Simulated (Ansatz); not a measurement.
# K on W(100): change of the work function, part 2 of 3

How does one ordered layer of K (hollow site) change the work function of W(100), and what dipole does each adsorbate carry?

Ansatz 0.2.0; plane-wave DFT, PBE, Ansatz PAW.

So far, work function, upper face (eV): step 2 (the clean slab) 4.14.

## 3. Adsorbate added

System of this step: KW20 (K/W(100)). The cell holds 21 atoms: 20 W and 1 K. Its edges and angles: a = 6.320 Å, b = 6.320 Å, c = 27.258 Å, α = 90.0°, β = 90.0°, γ = 90.0°. Vacuum lies along c.

The clean slab as it ended is repeated in the plane and the adsorbate is set on one face; the cell's size fixes the coverage, and the k-mesh shrinks with it to keep the sampling density about even. Adsorbate and upper layers relax, since the dipole depends on the height.

input.yaml reads:

```yaml
crystal:
  lattice:
    - [6.32, 0.0, 0.0]
    - [0.0, 6.32, 0.0]
    - [0.0, 0.0, 27.2576216489]
  atoms:
    - { symbol: W, position: [0.0, 0.0, 0.3301828793] }
    - { symbol: W, position: [0.25, 0.25, 0.3881483181] }
    - { symbol: W, position: [0.0, 0.0, 0.4460832542] }
    - { symbol: W, position: [0.25, 0.25, 0.5064193093] }
    - { symbol: W, position: [0.0, 0.0, 0.558897123] }
    - { symbol: W, position: [0.0, 0.5, 0.3301828793] }
    - { symbol: W, position: [0.25, 0.75, 0.3881483181] }
    - { symbol: W, position: [0.0, 0.5, 0.4460832542] }
    - { symbol: W, position: [0.25, 0.75, 0.5064193093] }
    - { symbol: W, position: [0.0, 0.5, 0.558897123] }
    - { symbol: W, position: [0.5, 0.0, 0.3301828793] }
    - { symbol: W, position: [0.75, 0.25, 0.3881483181] }
    - { symbol: W, position: [0.5, 0.0, 0.4460832542] }
    - { symbol: W, position: [0.75, 0.25, 0.5064193093] }
    - { symbol: W, position: [0.5, 0.0, 0.558897123] }
    - { symbol: W, position: [0.5, 0.5, 0.3301828793] }
    - { symbol: W, position: [0.75, 0.75, 0.3881483181] }
    - { symbol: W, position: [0.5, 0.5, 0.4460832542] }
    - { symbol: W, position: [0.75, 0.75, 0.5064193093] }
    - { symbol: W, position: [0.5, 0.5, 0.558897123] }
    - { symbol: K, position: [0.25, 0.25, 0.6698171207] }
kpoints:
  mp_grid: { grid: [6, 6, 1] }
hamiltonian:
  xc: pbe
scf:
  occupations: { method: fermi_dirac, width: 0.1 }
  convergence: { dr2_threshold: 1.0e-08 }
efield:
  axis: 3
  dipole_correction: true
  ramp_position: 0.97
  ramp_width: 0.06
relax:
  f_tol: 0.02
  max_steps: 60
  constraints: [{ sites: [0, 1, 5, 6, 10, 11, 15, 16] }]
output:
  dos: { projected: true, e_range: [-8, 4] }
  write_potential: true
  write_density: true
  volumetric_format: npy
  elf: true
```

On the command line:

```bash
$ ansatz run input.yaml --threads 4 --pin off --max-ram 6144MiB --backend cpu --events-out ev --progress --plain --runs-dir out
```

Output:

```text
[...]
Crystal: 21 atoms, lattice volume = 1088.735 Å³
Basis set: ecut = 420 eV, 21311 PW (Γ), exchange–correlation on 90×90×384 points (8 copies of the dense FFT grid, shifted against one another)
Bands: 174, of which v1, the nominal top of the filled ones, is band 145 counted from 1 (144 counted from 0)
Symmetry: 8 space group operations
[...]
k-points: 10 of 36
[...]
SCF iter   1: F=—  HF=-209215.330778 eV  |F-HF|=—  |Δ(HF+E_count)|=         —  Δρ=9.90e-3  dr2=3.62e1  ethr=1.77e-3  p=0.923 e·Å  D=1.53e-1 V/Å  ΔV_dip=-4.18 eV  dr2_dipole=2.40e1  V_vac-E_F(+/−)=0.37/4.56 eV  ⟨swp⟩=10.2  Hψ=8960  notcnv=0
[...]
SCF iter  11: F=-209214.732421 eV  HF=-209214.732421 eV  |F-HF|=1.02e-9  |Δ(HF+E_count)|=   3.22e-8  Δρ=3.05e-7  dr2=3.10e-9  ethr=3.46e-12  p=0.584 e·Å  D=9.70e-2 V/Å  ΔV_dip=-2.64 eV  dr2_dipole=9.74e-10  V_vac-E_F(+/−)=1.60/4.24 eV  ⟨swp⟩=12.1  Hψ=12876  notcnv=0
SCF 1 converged in 11 iterations: F = -209214.732421 eV  dr2 = 3.10e-9
[...]
relax step   1: F+E_penalty+E_count = -209214.73242087 eV  Δ(F+E_penalty+E_count) = +0.000e0 eV  max|allowed force component| = 1.714e-1 eV/Å  Δτ_max = 0.0000 Å  (11 SCF iters, accepted)
[...]
iter 1 solved again at ethr=6.70e-5 eV; its pass at ethr=3.10e-3 eV (dr2=1.94e-1 eV) is discarded
[...]
SCF iter   9: F=-209214.750014 eV  HF=-209214.750014 eV  |F-HF|=2.94e-9  |Δ(HF+E_count)|=   9.34e-9  Δρ=3.52e-7  dr2=4.88e-9  ethr=3.46e-12  p=0.576 e·Å  D=9.57e-2 V/Å  ΔV_dip=-2.61 eV  dr2_dipole=3.37e-10  V_vac-E_F(+/−)=1.63/4.24 eV  ⟨swp⟩=10.1  Hψ=11282  notcnv=0
SCF 2 converged in 9 iterations: F = -209214.750014 eV  dr2 = 4.88e-9
relax step   2: F+E_penalty+E_count = -209214.75001427 eV  Δ(F+E_penalty+E_count) = -1.759e-2 eV  max|allowed force component| = 2.652e-1 eV/Å  Δτ_max = 0.0379 Å  (9 SCF iters, accepted)
SCF iter   1: F=—  HF=-209214.791903 eV  |F-HF|=—  |Δ(HF+E_count)|=         —  Δρ=2.30e-3  dr2=1.26e-1  ethr=9.51e-4  p=0.576 e·Å  D=9.57e-2 V/Å  ΔV_dip=-2.61 eV  dr2_dipole=1.44e-2  V_vac-E_F(+/−)=1.64/4.25 eV  ⟨swp⟩=3.9  Hψ=3214  notcnv=0
[...]
SCF iter   9: F=-209214.780338 eV  HF=-209214.780338 eV  |F-HF|=9.60e-10  |Δ(HF+E_count)|=   4.71e-9  Δρ=2.60e-7  dr2=1.92e-9  ethr=3.46e-12  p=0.563 e·Å  D=9.36e-2 V/Å  ΔV_dip=-2.55 eV  dr2_dipole=5.30e-12  V_vac-E_F(+/−)=1.69/4.24 eV  ⟨swp⟩=11.6  Hψ=12857  notcnv=0
SCF 3 converged in 9 iterations: F = -209214.780338 eV  dr2 = 1.92e-9
relax step   3: F+E_penalty+E_count = -209214.78033850 eV  Δ(F+E_penalty+E_count) = -3.032e-2 eV  max|allowed force component| = 4.080e-1 eV/Å  Δτ_max = 0.0690 Å  (9 SCF iters, accepted)
[...]
relax step   4: F+E_penalty+E_count = -209214.82057899 eV  Δ(F+E_penalty+E_count) = -4.024e-2 eV  max|allowed force component| = 5.291e-1 eV/Å  Δτ_max = 0.0689 Å  (9 SCF iters, accepted)
[...]
relax step   5: F+E_penalty+E_count = -209214.86461399 eV  Δ(F+E_penalty+E_count) = -4.403e-2 eV  max|allowed force component| = 5.739e-1 eV/Å  Δτ_max = 0.0577 Å  (10 SCF iters, accepted)
[...]
relax step   6: F+E_penalty+E_count = -209214.76447460 eV  Δ(F+E_penalty+E_count) = +1.001e-1 eV  max|allowed force component| = 6.910e-1 eV/Å  Δτ_max = 0.1190 Å  (10 SCF iters, rejected (line search))
[...]
relax step   7: F+E_penalty+E_count = -209214.88438934 eV  Δ(F+E_penalty+E_count) = -1.978e-2 eV  max|allowed force component| = 4.314e-2 eV/Å  Δτ_max = 0.0240 Å  (10 SCF iters, accepted)
[...]
relax step   8: F+E_penalty+E_count = -209214.88463800 eV  Δ(F+E_penalty+E_count) = -2.487e-4 eV  max|allowed force component| = 5.762e-2 eV/Å  Δτ_max = 0.0181 Å  (8 SCF iters, accepted)
SCF iter   1: F=—  HF=-209214.885937 eV  |F-HF|=—  |Δ(HF+E_count)|=         —  Δρ=4.14e-4  dr2=5.40e-3  ethr=9.13e-6  p=0.527 e·Å  D=8.75e-2 V/Å  ΔV_dip=-2.39 eV  dr2_dipole=5.58e-4  V_vac-E_F(+/−)=1.84/4.23 eV  ⟨swp⟩=2.0  Hψ=2953  notcnv=0
[...]
SCF iter   7: F=-209214.885834 eV  HF=-209214.885834 eV  |F-HF|=1.19e-9  |Δ(HF+E_count)|=   5.76e-8  Δρ=5.59e-7  dr2=9.69e-9  ethr=3.46e-12  p=0.526 e·Å  D=8.75e-2 V/Å  ΔV_dip=-2.38 eV  dr2_dipole=4.45e-10  V_vac-E_F(+/−)=1.85/4.23 eV  ⟨swp⟩=8.8  Hψ=13744  notcnv=0
SCF 9 converged in 7 iterations: F = -209214.885834 eV  dr2 = 9.69e-9
relax step   9: F+E_penalty+E_count = -209214.88583361 eV  Δ(F+E_penalty+E_count) = -1.196e-3 eV  max|allowed force component| = 4.559e-3 eV/Å  Δτ_max = 0.0079 Å  (7 SCF iters, accepted)
NSCF: frozen V_eff on 10 k-points
[...]
SCF converged after 7 iterations
Free energy (F): -209214.885834 eV
[...]
Internal energy: -209214.197995 eV  (E = F + TS)
E sigma→0 (E₀):  -209214.541914 eV
Entropy (-TS):   -0.687839 eV (-32.754 meV/atom)
Fermi energy:    4.704633 eV
Dipole field:    D = 0.087463 V/Å  (p = 0.526242 e·Å, saw-weighted, corrected)
Work function:   Φ+ = 1.8454 eV   Φ− = 4.2294 eV
[...]
--- Forces (eV/Å), atoms counted from 1 ---
  atom   1  W     -0.04573861    -0.04573861     1.29586184
  atom   2  W      0.00000000     0.00000000    -1.11759514
  atom   3  W      0.00027968     0.00027968     0.00148255
  atom   4  W     -0.00000000     0.00000000     0.00339311
  atom   5  W      0.00076308     0.00076308    -0.00103124
  atom   6  W     -0.04573861     0.04573861     1.29586184
  atom   7  W      0.00000000     0.00000000    -1.31801414
  atom   8  W      0.00027968    -0.00027968     0.00148255
  atom   9  W      0.00000000     0.00000000    -0.00406570
  atom  10  W      0.00076308    -0.00076308    -0.00103124
  atom  11  W      0.04573861    -0.04573861     1.29586184
  atom  12  W      0.00000000     0.00000000    -1.31801414
  atom  13  W     -0.00027968     0.00027968     0.00148255
  atom  14  W      0.00000000     0.00000000    -0.00406570
  atom  15  W     -0.00076308     0.00076308    -0.00103124
  atom  16  W      0.04573861     0.04573861     1.29586184
  atom  17  W     -0.00000000     0.00000000    -1.43555576
  atom  18  W     -0.00027968    -0.00027968     0.00148255
  atom  19  W      0.00000000     0.00000000     0.00455875
  atom  20  W     -0.00076308    -0.00076308    -0.00103124
  atom  21  K      0.00000000     0.00000000     0.00398694
  max |Σ_I F_I| component: 1.19e-4 eV/Å
--- Band table (eV; the first three rows and the last of 10) ---
  k-point 0: bands = [... 141 lower, 4.6720, 4.7333, 4.7333, 4.7943, 4.8722, 4.8722, 4.9907, 5.5738, ... 25 higher]
  k-point 1: bands = [... 141 lower, 4.5152, 4.6421, 4.7253, 4.8480, 4.8596, 5.1335, 5.2218, 5.4178, ... 25 higher]
  k-point 2: bands = [... 141 lower, 4.5540, 4.5996, 4.7220, 4.9634, 4.9954, 4.9971, 5.0517, 5.1736, ... 25 higher]
  k-point 9: bands = [... 141 lower, 4.3509, 4.4867, 4.4912, 4.4912, 4.4934, 4.4950, 4.5771, 4.6151, ... 25 higher]
--- Relaxed structure (9 steps of the walk, 8 accepted, 0 SCFs on fresh bases) ---
  F+E_penalty+E_count = -209214.88583361 eV   max|allowed force component| = 4.559e-3 eV/Å
  atoms:
    - { symbol: W, position: [0.0, 0.0, 0.330183] }
    - { symbol: W, position: [0.250000, 0.250000, 0.3881483181] }
    - { symbol: W, position: [0.00318161, 0.00318161, 0.446524] }
    - { symbol: W, position: [0.250000, 0.250000, 0.510323] }
    - { symbol: W, position: [-0.023314, -0.023314, 0.560204] }
    - { symbol: W, position: [0.0, 0.500000, 0.330183] }
    - { symbol: W, position: [0.250000, 0.750000, 0.3881483181] }
    - { symbol: W, position: [0.00318161, 0.496818, 0.446524] }
    - { symbol: W, position: [0.250000, 0.750000, 0.505844] }
    - { symbol: W, position: [-0.023314, 0.523314, 0.560204] }
    - { symbol: W, position: [0.500000, 0.0, 0.330183] }
    - { symbol: W, position: [0.750000, 0.250000, 0.3881483181] }
    - { symbol: W, position: [0.496818, 0.00318161, 0.446524] }
    - { symbol: W, position: [0.750000, 0.250000, 0.505844] }
    - { symbol: W, position: [0.523314, -0.023314, 0.560204] }
    - { symbol: W, position: [0.500000, 0.500000, 0.330183] }
    - { symbol: W, position: [0.750000, 0.750000, 0.3881483181] }
    - { symbol: W, position: [0.496818, 0.496818, 0.446524] }
    - { symbol: W, position: [0.750000, 0.750000, 0.501853] }
    - { symbol: W, position: [0.523314, 0.523314, 0.560204] }
    - { symbol: K, position: [0.250000, 0.250000, 0.660807] }
```

Elapsed: 10 min, on 4 threads of Arm Neoverse V1, shared host; peak memory 4.5 GiB; 39 min of CPU time.

The steps of the relaxation:

```
step  energy less that of the first step (eV)  largest force component (eV/Å)
   1                                   0.0000                          0.1714
   2                                  -0.0176                          0.2652
   3                                  -0.0479                          0.4080
   4                                  -0.0882                          0.5291
   5                                  -0.1322                          0.5739
   6                                  -0.0321                          0.6910
   7                                  -0.1520                          0.0431
   8                                  -0.1522                          0.0576
   9                                  -0.1534                          0.0046
```

Relaxation step 6 was tried and not accepted.

Forces are held to the 8 operations that the program found; a distortion that breaks them can't arise in this run.

The atoms that moved most (Å):

```
atom      dx      dy      dz  length
 K21   0.000   0.000  -0.246   0.246
 W20   0.147   0.147   0.036   0.211
 W15   0.147  -0.147   0.036   0.211
 W10  -0.147   0.147   0.036   0.211
  W5  -0.147  -0.147   0.036   0.211
 W19   0.000   0.000  -0.124   0.124
  W4   0.000   0.000   0.106   0.106
  W3   0.020   0.020   0.012   0.031
```

The relaxed structure:

```cif
data_structure
_symmetry_space_group_name_H-M 'P 1'
_symmetry_Int_Tables_number 1
_cell_length_a 6.3200
_cell_length_b 6.3200
_cell_length_c 27.2576
_cell_angle_alpha 90.000
_cell_angle_beta 90.000
_cell_angle_gamma 90.000
_cell_volume 1088.73
loop_
_atom_site_label
_atom_site_type_symbol
_atom_site_fract_x
_atom_site_fract_y
_atom_site_fract_z
_atom_site_occupancy
W1 W 0.00000 0.00000 0.33018 1
W2 W 0.25000 0.25000 0.38815 1
W3 W 0.00318 0.00318 0.44652 1
W4 W 0.25000 0.25000 0.51032 1
W5 W 0.97669 0.97669 0.56020 1
W6 W 0.00000 0.50000 0.33018 1
W7 W 0.25000 0.75000 0.38815 1
W8 W 0.00318 0.49682 0.44652 1
W9 W 0.25000 0.75000 0.50584 1
W10 W 0.97669 0.52331 0.56020 1
W11 W 0.50000 0.00000 0.33018 1
W12 W 0.75000 0.25000 0.38815 1
W13 W 0.49682 0.00318 0.44652 1
W14 W 0.75000 0.25000 0.50584 1
W15 W 0.52331 0.97669 0.56020 1
W16 W 0.50000 0.50000 0.33018 1
W17 W 0.75000 0.75000 0.38815 1
W18 W 0.49682 0.49682 0.44652 1
W19 W 0.75000 0.75000 0.50185 1
W20 W 0.52331 0.52331 0.56020 1
K21 K 0.25000 0.25000 0.66081 1
```

This step gave:

```yaml
energy_at_zero_smearing: -209214.5419 eV
work_function_upper_face: 1.845 eV
work_function_lower_face: 4.229 eV
dipole_along_the_normal: 0.5262 e·Å
step_between_the_vacuum_levels: -2.384 eV
```

Running mean over 1.58 Å of the planar mean; the ramp of the sawtooth is left out. Table of electron's electrostatic potential energy less the Fermi level by z:

```
z (Å)  electron's electrostatic potential energy less the Fermi level (eV)
    4                                                                 4.23
    5                                                                 4.22
    6                                                                 4.14
    7                                                                 3.39
    8                                                                -2.58
    9                                                                -11.3
   10                                                                -12.3
   11                                                                -12.5
   12                                                                -12.5
   13                                                                -12.2
   14                                                                -13.0
   15                                                                -12.7
   16                                                                -5.58
   17                                                                 1.40
   18                                                                0.435
   19                                                                 1.09
   20                                                                 1.75
   21                                                                 1.83
   22                                                                 1.84
   23                                                                 1.84
   24                                                                 1.85
```

The density of states has structure finer than the step of the table below, so its rows give means over 0.25 eV. Peaks (eV: height): -3.970: 56.6, -3.910: 39.4, -3.100: 37.5, -3.010: 40.0, -2.920: 42.1, -2.500: 37.9, -2.410: 45.4.

The density of states by energy, zero at the Fermi level; means over each step:

energy (eV), density of states (states/eV a cell) and a bar:
```
    -7.75        1.4 
    -7.50        1.3 
    -7.25        1.4 
    -7.00        1.9 #
    -6.75        4.2 ###
    -6.50        2.4 #
    -6.25        4.5 ###
    -6.00        6.8 #####
    -5.75        5.9 ####
    -5.50        9.8 ########
    -5.25       13.4 ###########
    -5.00       15.0 #############
    -4.75       15.0 #############
    -4.50       12.6 ###########
    -4.25       21.0 ###################
    -4.00       31.8 #############################
    -3.75       16.2 ##############
    -3.50       12.2 ##########
    -3.25       12.7 ###########
    -3.00       33.1 ##############################
    -2.75       26.0 #######################
    -2.50       27.4 #########################
    -2.25       25.2 #######################
    -2.00       20.6 ##################
    -1.75       27.2 ########################
    -1.50       22.1 ####################
    -1.25       17.8 ################
    -1.00       19.1 #################
    -0.75       15.1 #############
    -0.50       24.4 ######################
    -0.25       23.3 #####################
     0.00       20.8 ##################
     0.25       17.1 ###############
     0.50       17.4 ###############
     0.75       16.9 ###############
     1.00       22.3 ####################
     1.25       30.1 ###########################
     1.50       25.3 #######################
     1.75       27.5 #########################
```

[end of part 2 of 3]

[Long decimals in the printed logs are rounded to 6 places.]

[Logs are printed without paths, hosts, clocks, repeated set-up lines and the standing remarks that a program may print on its own settings, such as how far it seeks lower states.]

[Hosts, paths, dates, database ids (printed as entryN), source tags and the programs' standing remarks are cut or masked in the printed files.]

[Maps of the electrostatic potential energy from Ansatz leave out the sawtooth potential of an applied field or a dipole correction, so their vacuum need not be flat; planar profiles and work functions include it.]

[The density of states shown here was stored with 400 of the rows of the run's finer table, so its peaks can read low, often by over a quarter, or be missed, and its means over a window can be off by a tenth or more.]
